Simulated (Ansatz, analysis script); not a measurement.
## Free-standing triangular W monolayer, spacing 3.288 Å: how near to magnetism

Wanted: E(M), the field that holds each moment, and the spin susceptibility of a free-standing triangular W monolayer, spacing 3.288 Å.

Method: PBEsol, PAW set soft_1 (files made for PBE), in Ansatz 0.2.0.

### 1. The starting structure

The cell holds 1 atom: 1 W. Cell: a = 3.288 Å, b = 3.288 Å, c = 14.000 Å, α = 90.0°, β = 90.0°, γ = 120.0°. An idealised lattice of chosen spacing, in vacuum. Vacuum lies along c.

### 2. Starting state

The work starts on two spin channels, which tell the size of the moments.

input.yaml reads:

```yaml
crystal:
  lattice:
    - [3.288, 0.0, 0.0]
    - [-1.644, 2.847492, 0.0]
    - [0.0, 0.0, 14.0]
  atoms:
    - { symbol: W, position: [0.0, 0.0, 0.5], spin: 1.0 }
magnetization:
  spin_polarized: true
kpoints:
  mp_grid: { grid: [7, 7, 1] }
hamiltonian:
  xc: pbesol
  pseudopotentials: { kind: paw, azcp: { folder: soft_1 }, xc_functional: pbe }
scf:
  occupations: { method: fermi_dirac, width: 0.1 }
  max_iter: 120
  convergence: { dr2_threshold: 1.0e-08 }
  lower_state_search: "off"
output:
  write_density: true
  write_potential: true
  elf: true
  volumetric_format: npy
```

Launch:

```
$ ansatz run input.yaml --threads 2 --pin off --max-ram 5120MiB --backend cpu --events-out ev --progress --plain --runs-dir out
```

Numbers of over 12 decimals in the logs are rounded to 6 here.

The program printed:

```text
Engine: ansatz 0.2.0, aarch64-unknown-linux-gnu
Pseudopotentials: kind: paw
Pseudopotential: W, paw, valence charge 14, recommended cutoff 420 eV (normal), soft_1/W.paw.azcp
Functional definition: PBEsol
  exchange = pbesol_x
  correlation = pbesol_c
Crystal: 1 atoms, lattice volume = 131.076 Å³
Basis set: ecut = 420 eV, 2627 PW (Γ)
Bands: 12, of which v1, the nominal top of the filled ones, is band 7 counted from 1 (6 counted from 0)
Symmetry: 24 space group operations
Space group: P6/mmm (ITA 191), of the structure as read, at distance tolerance 5.1e-5 Å
Magnetic group: BNS 191.233 (UNI 1463), of the structure as read, at distance tolerance 5.1e-5 Å
k-points: 8 of 49
Non-local potential: W, projectors of the file, l = 0: 3, l = 1: 2, l = 2: 2, l = 3: 1
PAW form: soft (Blöchl's): semilocal exchange-correlation on the pseudo side does not see the compensation charge
PAW frozen core: W, regenerated for the run's functional, and the local potential with it (the file was generated under x = pbe(κ = 0.804, μ = 0.219515), c = pbe(β = 0.066725))
PAW one-centre angular grid: W, 590 points (default); XC on 64 Gauss nodes
Initial density: superposition of atomic densities (neutral atoms: chi_scale 0, normalization atom)
Starting moments: Σ|m| = 1 μB on 1 of 1 site
Initial wavefunctions: pseudopotential atomic-orbital guess
Functional: x = pbesol(κ = 0.804, μ = 0.123457), c = pbesol(β = 0.046)
SCF iter   1: F=—  HF=-10251.810911 eV  |F-HF|=—  |Δ(HF+E_count)|=         —  Δρ=1.97e-2 (↑1.97e-2 ↓1.47e-2)  dr2=1.18e0  dr2_m=1.99e-1  M=0.590 μB ∫|m|=0.590 μB  β_m=0.30  ethr=3.10e-3  ⟨swp⟩=6.1  Hψ=1143  notcnv=0
preconditioner: auto → LDOS  [metal: Δε(μ)=0.045 eV  Ē_g=4.270 eV  σ=0.100 eV  W_gap=0.11  n_scr=8 (ndim 8)  ℏωp=7.9 eV  f_vac=0.646  D(μ)=2.95/eV (n_scr^D=8)]
spin=Collinear: LDOS preconditioning applied to the charge; magnetization (m = ρ↑ − ρ↓) channel mixes plain (no charge-response kernel on spin).
SCF iter   2: F=—  HF=-10251.637584 eV  |F-HF|=—  |Δ(HF+E_count)|=   1.73e-1  Δρ=1.37e-2 (↑1.37e-2 ↓1.01e-2)  dr2=4.92e-1  dr2_m=1.08e-1  M=0.559 μB ∫|m|=0.559 μB  β_m=0.30  ethr=3.10e-3  ⟨swp⟩=2.0  Hψ=358  notcnv=0
SCF iter   3: F=—  HF=-10251.538241 eV  |F-HF|=—  |Δ(HF+E_count)|=   9.93e-2  Δρ=8.48e-3 (↑8.48e-3 ↓6.40e-3)  dr2=7.08e-2  dr2_m=5.12e-2  M=0.658 μB ∫|m|=0.658 μB  β_m=0.30  ethr=3.10e-3  ⟨swp⟩=3.1  Hψ=288  notcnv=0
SCF iter   4: F=—  HF=-10251.551763 eV  |F-HF|=—  |Δ(HF+E_count)|=   1.35e-2  Δρ=5.39e-3 (↑4.84e-3 ↓5.39e-3)  dr2=3.62e-3  dr2_m=2.99e-2  M=0.718 μB ∫|m|=0.718 μB  β_m=1.00  ethr=5.06e-4  ⟨swp⟩=2.5  Hψ=423  notcnv=0
SCF iter   5: F=—  HF=-10251.606298 eV  |F-HF|=—  |Δ(HF+E_count)|=   5.45e-2  Δρ=5.16e-3 (↑5.16e-3 ↓3.35e-3)  dr2=4.74e-3  dr2_m=2.10e-2  M=0.945 μB ∫|m|=0.945 μB  β_m=1.00  ethr=2.59e-5  ⟨swp⟩=2.2  Hψ=385  notcnv=0
SCF iter   6: F=—  HF=-10251.656617 eV  |F-HF|=—  |Δ(HF+E_count)|=   5.03e-2  Δρ=4.78e-3 (↑4.78e-3 ↓2.34e-3)  dr2=9.49e-3  dr2_m=1.35e-2  M=1.166 μB ∫|m|=1.166 μB  β_m=1.00  ethr=2.59e-5  ⟨swp⟩=2.2  Hψ=375  notcnv=0
SCF iter   7: F=—  HF=-10251.676685 eV  |F-HF|=—  |Δ(HF+E_count)|=   2.01e-2  Δρ=3.78e-3 (↑3.78e-3 ↓1.85e-3)  dr2=1.50e-2  dr2_m=4.94e-3  M=1.304 μB ∫|m|=1.304 μB  β_m=1.00  ethr=2.59e-5  ⟨swp⟩=2.0  Hψ=381  notcnv=0
SCF iter   8: F=—  HF=-10251.688038 eV  |F-HF|=—  |Δ(HF+E_count)|=   1.14e-2  Δρ=4.78e-3 (↑4.78e-3 ↓2.45e-3)  dr2=3.79e-2  dr2_m=4.36e-3  M=1.403 μB ∫|m|=1.403 μB  β_m=1.00  ethr=2.59e-5  ⟨swp⟩=2.3  Hψ=306  notcnv=0
SCF iter   9: F=—  HF=-10251.697393 eV  |F-HF|=—  |Δ(HF+E_count)|=   9.35e-3  Δρ=6.02e-3 (↑6.02e-3 ↓3.18e-3)  dr2=6.85e-2  dr2_m=4.95e-3  M=1.471 μB ∫|m|=1.471 μB  β_m=1.00  ethr=2.59e-5  ⟨swp⟩=2.4  Hψ=296  notcnv=0
SCF iter  10: F=—  HF=-10251.684476 eV  |F-HF|=—  |Δ(HF+E_count)|=   1.29e-2  Δρ=1.49e-3 (↑1.49e-3 ↓9.68e-4)  dr2=6.64e-3  dr2_m=3.51e-4  M=1.482 μB ∫|m|=1.482 μB  β_m=1.00  ethr=2.59e-5  ⟨swp⟩=2.0  Hψ=366  notcnv=0
[...]
SCF iter  13: F=—  HF=-10251.683898 eV  |F-HF|=—  |Δ(HF+E_count)|=   1.78e-3  Δρ=7.97e-4 (↑7.97e-4 ↓4.84e-4)  dr2=1.44e-3  dr2_m=9.10e-5  M=1.513 μB ∫|m|=1.513 μB  β_m=0.30  ethr=2.59e-5  ⟨swp⟩=2.2  Hψ=256  notcnv=0
Mixer restart at iter 13: flushing history
spin-set hold released at iteration 13 (site moments contracting): the magnetisation degrees of freedom join the quasi-Newton model from the next iteration; the mixer history was flushed
SCF iter  14: F=—  HF=-10251.683739 eV  |F-HF|=—  |Δ(HF+E_count)|=   1.59e-4  Δρ=5.03e-4 (↑5.03e-4 ↓3.61e-4)  dr2=6.38e-4  dr2_m=4.95e-5  M=1.512 μB ∫|m|=1.512 μB  β_m=0.56  ethr=1.03e-5  ⟨swp⟩=1.0  Hψ=200  notcnv=0
SCF iter  15: F=—  HF=-10251.683703 eV  |F-HF|=—  |Δ(HF+E_count)|=   3.57e-5  Δρ=1.22e-4 (↑7.04e-5 ↓1.22e-4)  dr2=4.77e-5  dr2_m=6.26e-6  M=1.511 μB ∫|m|=1.511 μB  β_m=0.76  ethr=4.56e-6  ⟨swp⟩=2.0  Hψ=227  notcnv=0
SCF iter  16: F=—  HF=-10251.683721 eV  |F-HF|=—  |Δ(HF+E_count)|=   1.84e-5  Δρ=2.87e-5 (↑2.87e-5 ↓1.95e-5)  dr2=3.47e-6  dr2_m=3.63e-7  M=1.513 μB ∫|m|=1.513 μB  β_m=0.88  ethr=3.41e-7  ⟨swp⟩=1.8  Hψ=236  notcnv=0
SCF iter  17: F=—  HF=-10251.683725 eV  |F-HF|=—  |Δ(HF+E_count)|=   3.67e-6  Δρ=1.04e-5 (↑1.04e-5 ↓1.03e-5)  dr2=4.67e-8  dr2_m=1.15e-7  M=1.514 μB ∫|m|=1.514 μB  β_m=0.94  ethr=2.48e-8  ⟨swp⟩=2.1  Hψ=260  notcnv=0
SCF iter  18: F=—  HF=-10251.683725 eV  |F-HF|=—  |Δ(HF+E_count)|=   2.96e-7  Δρ=8.07e-6 (↑8.07e-6 ↓6.50e-6)  dr2=1.91e-8  dr2_m=6.03e-8  M=1.515 μB ∫|m|=1.515 μB  β_m=0.97  ethr=3.33e-10  ⟨swp⟩=2.0  Hψ=309  notcnv=0
iter 19 did not close the SCF: its close was put off for a magnetic moment that had not settled (scf_convergence_deferred on its scf_iter line)
SCF iter  19: F=-10251.683725 eV  HF=-10251.683725 eV  |F-HF|=5.44e-9  |Δ(HF+E_count)|=   1.52e-7  Δρ=2.59e-6 (↑2.26e-6 ↓2.59e-6)  dr2=7.32e-9  dr2_m=5.68e-9  M=1.516 μB ∫|m|=1.516 μB  β_m=0.99  ethr=7.14e-11  ⟨swp⟩=4.8  Hψ=690  notcnv=0
SCF iter  20: F=-10251.683725 eV  HF=-10251.683725 eV  |F-HF|=1.10e-9  |Δ(HF+E_count)|=   1.77e-8  Δρ=7.50e-7 (↑4.68e-7 ↓7.50e-7)  dr2=6.26e-10  dr2_m=2.81e-10  M=1.516 μB ∫|m|=1.516 μB  ethr=5.23e-11  ⟨swp⟩=1.6  Hψ=661  notcnv=0
SCF 1 converged in 20 iterations: F = -10251.683725 eV  dr2 = 6.26e-10
  greatest PAW one-centre occupation: 0.999 electrons in one spin orbital (limit 2), on the W atom at site 0 (counted from 0), in its partial waves of l = 0
WARN: The output density's exchange-correlation potential varies sharply where the density is thin. Do not read a vacuum level from v_tot or v_xc, or from such a field of the output density. On a cell that repeats whose density bears no net charge and no dipole along the vacuum's axis use v_es (v_loc + v_h of the components); under efield.dipole_correction with no amplitude use v_es + v_field, which holds any externa [...]
SCF converged after 20 iterations
Magnetization: 1.5160 μB (7.7580 up, 6.2420 down)
Absolute magnetization: 1.5162 μB (∫|ρ↑−ρ↓|, with the PAW one-centre terms)
Spin contamination: 0.0051 ħ² per cell (⟨S²⟩ above its minimum at these occupations)
Per-site moments (μB) at R_I (Å): [(1.175079, 1.356300)]
Free energy (F): -10251.683725 eV
Harris-Foulkes:  -10251.683725 eV  (|F-HF|=1.10e-9)
Internal energy: -10251.597478 eV  (E = F + TS)
E sigma→0 (E₀):  -10251.640602 eV
Entropy (-TS):   -0.086248 eV (-86.248 meV/atom)
Fermi energy:    -1.623733 eV
--- Per-component energies (eV) ---
  E_band       = -407.921905
  E_kinetic    = 409.085227
  E_local      = -4253.893843  (includes V_loc(G=0)·N_el)
  E_nonlocal   = -21.015355
  E_hartree    = 1920.932296
  E_xc         = -257.551263
  E_vxc        = -220.193827  (∫ρ·V_xc dr)
  E_paw        = -8450.767594  (= ΣΔE_a)
  E_vpaw       = -163.769063  (= ΣTr[D̂ρ^β])
  E_aug_tail   = 0.000151  (compensation charges beyond the density's cutoff)
  E_ewald      = 401.391045
  E_core_change = 0.221858  (= ΣΔE_core)
  E_smearing   = -0.086248  (= −TS)
  E_closure    = 0.000000  (closes the sum)
  Σ components = -10251.683725   (vs F -10251.683725, Δ=0.00e0)
--- Band table (eV; the first three rows and the last of 16) ---
  k-point 0 ↑: bands = [... 3 lower, -40.0179, -6.5267, -2.8167, -1.7163, -1.7163, -0.7242, -0.3775, -0.3775, ... 1 higher]
  k-point 1 ↑: bands = [... 3 lower, -40.0267, -5.9934, -2.6598, -2.0049, -1.6038, -1.3266, -0.4756, 0.6308, ... 1 higher]
  k-point 2 ↑: bands = [... 3 lower, -40.0464, -4.7226, -2.4951, -2.4057, -2.0319, -0.6868, -0.2962, 1.9600, ... 1 higher]
  k-point 7 ↓: bands = [... 3 lower, -39.5144, -2.2408, -1.9239, -1.6976, -0.9792, 0.1694, 2.7648, 4.1869, ... 1 higher]
```

It took 3.1 s on 2 threads of Arm Neoverse V1, shared host; peak memory 0.36 GiB.

Spin moment in the atom's sphere by atom:

| atom | spin moment in the atom's sphere (μB) |
| --- | --- |
| W1 | 1.18 |

The run ends ferromagnetic, with a net moment of 1.52 μB a cell. With one W atom carrying the moment, parallel order of its images is forced by the cell, not found.

Spin density in the ca plane at fractional y = 0.000, with atoms of W within 0.2 Å of it.

Values in e/Å³, 5 rows by 16 columns, each cell a mean:
```
0.00 0.00 0.00 0.00 0.00 0.01 0.10 0.22 0.21 0.16 0.02 0.00 0.00 0.00 0.00 0.00
0.00 0.00 0.00 0.00 0.00 0.00 0.02 0.04 0.04 0.03 0.01 0.00 0.00 0.00 0.00 0.00
0.00 0.00 0.00 0.00 0.00 0.00 0.01 0.01 0.01 0.01 0.00 0.00 0.00 0.00 0.00 0.00
0.00 0.00 0.00 0.00 0.00 0.01 0.04 0.07 0.08 0.05 0.01 0.00 0.00 0.00 0.00 0.00
0.00 0.00 0.00 0.00 0.00 0.01 0.13 0.32 0.27 0.21 0.02 0.00 0.00 0.00 0.00 0.00
```
Columns run along c (14.0 Å), rows up along a (3.3 Å). Atoms in or near the plane, at fractional coordinates: W at (0.50, 0.00).

Valence density in the ca plane at fractional y = 0.000, with atoms of W within 0.2 Å of it. It is the smooth field of the valence electrons, not physical close to the nuclei.

Ten steps, logarithmic in the rise over the least value, from '0' (0.0 e/Å³) to '9' (5.6 e/Å³), each cell a mean:
```
0000000000000001358999742100000000000000
0000000000000001246887531000000000000000
0000000000000001124554321000000000000000
0000000000000000122333211000000000000000
0000000000000000122333211000000000000000
0000000000000000123443321000000000000000
0000000000000001235676421000000000000000
0000000000000001257998632100000000000000
0000000000000001368999742100000000000000
```
Columns run along c (14.0 Å), rows up along a (3.3 Å). Atoms in or near the plane, at fractional coordinates: W at (0.50, 0.00).

ELF in the ca plane at fractional y = 0.000, with atoms of W within 0.2 Å of it. It is the smooth field of the valence electrons, not physical close to the nuclei.

Values, 5 rows by 16 columns, each cell a mean:
```
0.00 0.00 0.00 0.00 0.02 0.18 0.41 0.55 0.56 0.42 0.25 0.03 0.00 0.00 0.00 0.00
0.00 0.00 0.00 0.00 0.01 0.09 0.26 0.29 0.31 0.27 0.13 0.02 0.00 0.00 0.00 0.00
0.00 0.00 0.00 0.00 0.01 0.07 0.28 0.39 0.38 0.33 0.10 0.01 0.00 0.00 0.00 0.00
0.00 0.00 0.00 0.00 0.01 0.11 0.28 0.33 0.38 0.28 0.16 0.02 0.00 0.00 0.00 0.00
0.00 0.00 0.00 0.00 0.02 0.19 0.47 0.58 0.53 0.50 0.27 0.03 0.00 0.00 0.00 0.00
```
Columns run along c (14.0 Å), rows up along a (3.3 Å). Atoms in or near the plane, at fractional coordinates: W at (0.50, 0.00).

### 3. Denser mesh

Levels at the Fermi energy are partly filled, so moments and energy differences can hang on the k-mesh, and the state is solved again on a denser one.

input.yaml, the sections that differ from step 2:

```yaml
crystal:
  lattice:
    - [3.288, 0.0, 0.0]
    - [-1.644, 2.847492, 0.0]
    - [0.0, 0.0, 14.0]
  atoms:
    - { symbol: W, position: [0.0, 0.0, 0.5], spin: 1.18 }
kpoints:
  mp_grid: { grid: [19, 19, 1] }
basis:
  ecutwfc: 420.0
checkpoint:
  read: start
  write: ck
  compress: false
  write_wavefunctions: false
  write_every: 100000
# magnetization, hamiltonian, scf: as in step 2
# output: removed
```

The program printed:

```text
[...]
SCF converged after 8 iterations
Magnetization: 1.6351 μB (7.8175 up, 6.1825 down)
Absolute magnetization: 1.6353 μB (∫|ρ↑−ρ↓|, with the PAW one-centre terms)
[...]
Per-site moments (μB) at R_I (Å): [(1.248036, 1.356300)]
Free energy (F): -10251.662335 eV
[...]
Internal energy: -10251.569484 eV  (E = F + TS)
E sigma→0 (E₀):  -10251.615910 eV
Entropy (-TS):   -0.092851 eV (-92.851 meV/atom)
Fermi energy:    -1.592977 eV
[...]
```

Run time: 2.8 s. Hardware: 2 threads; peak memory 0.43 GiB.

Spin moment in the atom's sphere by atom:

| atom | spin moment in the atom's sphere (μB) |
| --- | --- |
| W1 | 1.25 |

The run ends ferromagnetic, with a net moment of 1.64 μB a cell, against 1.52 μB on the first mesh.

### 4. Without spin

The state without spin is the zero of E(M).

input.yaml, the sections that differ from step 3:

```yaml
crystal:
  lattice:
    - [3.288, 0.0, 0.0]
    - [-1.644, 2.847492, 0.0]
    - [0.0, 0.0, 14.0]
  atoms:
    - { symbol: W, position: [0.0, 0.0, 0.5] }
scf:
  occupations: { method: fermi_dirac, width: 0.1 }
  max_iter: 120
  convergence: { dr2_threshold: 1.0e-08 }
# kpoints, hamiltonian, basis: as in step 3
# magnetization: removed
# checkpoint: removed
```

Launch:

```
$ ansatz run input.yaml --threads 1 --pin off --max-ram 2560MiB --backend cpu --events-out ev --progress --plain --runs-dir out
```

The program printed:

```text
[...]
Crystal: 1 atoms, lattice volume = 131.076 Å³
Basis set: ecut = 420 eV, 2627 PW (Γ)
Bands: 11, of which v1, the nominal top of the filled ones, is band 7 counted from 1 (6 counted from 0)
Symmetry: 24 space group operations
[...]
k-points: 40 of 361
[...]
SCF iter   1: F=—  HF=-10251.875623 eV  |F-HF|=—  |Δ(HF+E_count)|=         —  Δρ=2.57e-2  dr2=1.41e0  ethr=3.10e-3  ⟨swp⟩=5.7  Hψ=2686  notcnv=0
[...]
SCF iter   9: F=-10251.504274 eV  HF=-10251.504274 eV  |F-HF|=2.36e-11  |Δ(HF+E_count)|=   7.10e-9  Δρ=6.59e-7  dr2=1.04e-9  ethr=7.14e-11  ⟨swp⟩=2.0  Hψ=879  notcnv=0
SCF 1 converged in 9 iterations: F = -10251.504274 eV  dr2 = 1.04e-9
[...]
SCF converged after 9 iterations
Free energy (F): -10251.504274 eV
[...]
Internal energy: -10251.383453 eV  (E = F + TS)
E sigma→0 (E₀):  -10251.443863 eV
Entropy (-TS):   -0.120821 eV (-120.821 meV/atom)
Fermi energy:    -1.699392 eV
[...]
```

Elapsed: 2.7 s, on 1 thread; peak memory 0.42 GiB.

The free collinear run lies 158 meV below it.

### 5. Without spin, levels printed

Edit input.yaml of step 4 so:

```diff
@@ -18 +18,3 @@
   ecutwfc: 420.0
+output:
+  eigenvalues: true
```

The program printed:

```text
[...]
Crystal: 1 atoms, lattice volume = 131.076 Å³
Basis set: ecut = 420 eV, 2627 PW (Γ)
Bands: 11, of which v1, the nominal top of the filled ones, is band 7 counted from 1 (6 counted from 0)
Symmetry: 24 space group operations
[...]
k-points: 40 of 361
[...]
Fermi energy:    -1.699392 eV
[...]
--- Band table (eV; the first three rows and the last of 40) ---
  k-point 0: bands = [... 3 lower, -40.0053, -6.4546, -2.3382, -1.6279, -1.6279, -0.5390, -0.2284, -0.2284]
  k-point 1: bands = [... 3 lower, -40.0066, -6.3798, -2.3143, -1.6751, -1.5738, -0.8187, -0.2427, 0.0672]
  k-point 2: bands = [... 3 lower, -40.0102, -6.1593, -2.2460, -1.8016, -1.4136, -1.1922, -0.2838, 0.4923]
  k-point 39: bands = [... 3 lower, -40.1255, -2.4071, -2.1609, -2.1568, -1.8877, -1.2995, 2.1670, 4.2260]
[key lines of the parts left out:]
SCF converged after 9 iterations
Free energy (F): -10251.504274 eV
```

Wall time 2.9 s (1 thread); peak memory 0.42 GiB.

### 6. Total moment fixed at 0.193 μB

Two Fermi levels, one a spin, hold the total moment exactly, which reaches states that a free run would leave.

input.yaml, the sections that differ from step 5:

```yaml
crystal:
  lattice:
    - [3.288, 0.0, 0.0]
    - [-1.644, 2.847492, 0.0]
    - [0.0, 0.0, 14.0]
  atoms:
    - { symbol: W, position: [0.0, 0.0, 0.5], spin: 0.193 }
magnetization:
  spin_polarized: true
  initial_magnetization: 0.193
  spin_locking: { lock_magnetization: hard }
scf:
  occupations: { method: fermi_dirac, width: 0.1 }
  max_iter: 120
  convergence: { dr2_threshold: 1.0e-08 }
  lower_state_search: "off"
# kpoints, hamiltonian, basis: as in step 5
# output: removed
```

The program printed:

```text
[...]
Crystal: 1 atoms, lattice volume = 131.076 Å³
Basis set: ecut = 420 eV, 2627 PW (Γ)
Bands: 12, of which v1, the nominal top of the filled ones, is band 7 counted from 1 (6 counted from 0)
Symmetry: 24 space group operations
[...]
k-points: 40 of 361
[...]
Starting moments: Σ|m| = 0.193 μB on 1 of 1 site
[...]
SCF iter   1: F=—  HF=-10251.871334 eV  |F-HF|=—  |Δ(HF+E_count)|=         —  Δρ=1.32e-2 (↑1.32e-2 ↓1.27e-2)  dr2=1.39e0  dr2_m=5.30e-3  M=0.193 μB ∫|m|=0.193 μB  β_m=0.30  ethr=3.10e-3  ⟨swp⟩=6.1  Hψ=5662  notcnv=0
[...]
SCF iter  12: F=-10251.519129 eV  HF=-10251.519129 eV  |F-HF|=2.36e-11  |Δ(HF+E_count)|=  8.60e-10  Δρ=3.03e-7 (↑3.03e-7 ↓2.98e-7)  dr2=5.54e-10  dr2_m=2.56e-12  M=0.193 μB ∫|m|=0.495 μB  ethr=7.14e-11  ⟨swp⟩=2.5  Hψ=1900  notcnv=0
SCF 1 converged in 12 iterations: F = -10251.519129 eV  dr2 = 5.54e-10
[...]
SCF converged after 12 iterations
Stability checked in part: among states of this total moment the steps that led to this state did not find it unstable. No probe was made; neither looks for a lower state of another moment (fixed_total_moment; see scf.lower_state_search)
Magnetization: 0.1930 μB (7.0965 up, 6.9035 down)
Absolute magnetization: 0.5076 μB (∫|ρ↑−ρ↓|, with the PAW one-centre terms)
[...]
Per-site moments (μB) at R_I (Å): [(0.163425, 1.356300)]
Free energy (F): -10251.519129 eV
[...]
Internal energy: -10251.398564 eV  (E = F + TS)
E sigma→0 (E₀):  -10251.458847 eV
Entropy (-TS):   -0.120565 eV (-120.565 meV/atom)
Fermi energy:    -1.673751 (↑ -1.804073, ↓ -1.543430) eV
[...]
```

Elapsed: 6.5 s, on 1 thread; peak memory 0.42 GiB.

The energy is -14.9 meV from the state without spin, and the largest site carries 0.163 μB.

### 7. Total moment fixed at 0.386 μB

input.yaml, the sections that differ from step 6:

```yaml
crystal:
  lattice:
    - [3.288, 0.0, 0.0]
    - [-1.644, 2.847492, 0.0]
    - [0.0, 0.0, 14.0]
  atoms:
    - { symbol: W, position: [0.0, 0.0, 0.5], spin: 0.386 }
magnetization:
  spin_polarized: true
  initial_magnetization: 0.386
  spin_locking: { lock_magnetization: hard }
# kpoints, hamiltonian, scf, basis: as in step 6
```

The program printed:

```text
[...]
Crystal: 1 atoms, lattice volume = 131.076 Å³
Basis set: ecut = 420 eV, 2627 PW (Γ)
Bands: 12, of which v1, the nominal top of the filled ones, is band 7 counted from 1 (6 counted from 0)
Symmetry: 24 space group operations
[...]
k-points: 40 of 361
[...]
Starting moments: Σ|m| = 0.386 μB on 1 of 1 site
[...]
Magnetization: 0.3860 μB (7.1930 up, 6.8070 down)
Absolute magnetization: 0.7090 μB (∫|ρ↑−ρ↓|, with the PAW one-centre terms)
[...]
Per-site moments (μB) at R_I (Å): [(0.313935, 1.356300)]
Free energy (F): -10251.548373 eV
[...]
Internal energy: -10251.435534 eV  (E = F + TS)
E sigma→0 (E₀):  -10251.491953 eV
Entropy (-TS):   -0.112839 eV (-112.839 meV/atom)
Fermi energy:    -1.640121 (↑ -1.803846, ↓ -1.476395) eV
[...]
[key lines of the parts left out:]
SCF converged after 12 iterations
```

Wall time 7.1 s (1 thread); peak memory 0.43 GiB.

The energy is -44.1 meV from the state without spin, and the largest site carries 0.314 μB.

(Continued in part 2 of 2.)

[Logs and program files are shortened in this print: banners, set-up blocks, solver, clock and traceback lines can be left out without a mark of their own.]

[Logs are printed without paths, hosts, clocks, repeated set-up lines and the standing remarks that a program may print on its own settings, such as how far it seeks lower states.]

[Hosts, paths, dates, database ids (printed as entryN), source tags and the programs' standing remarks are cut or masked in the printed files.]
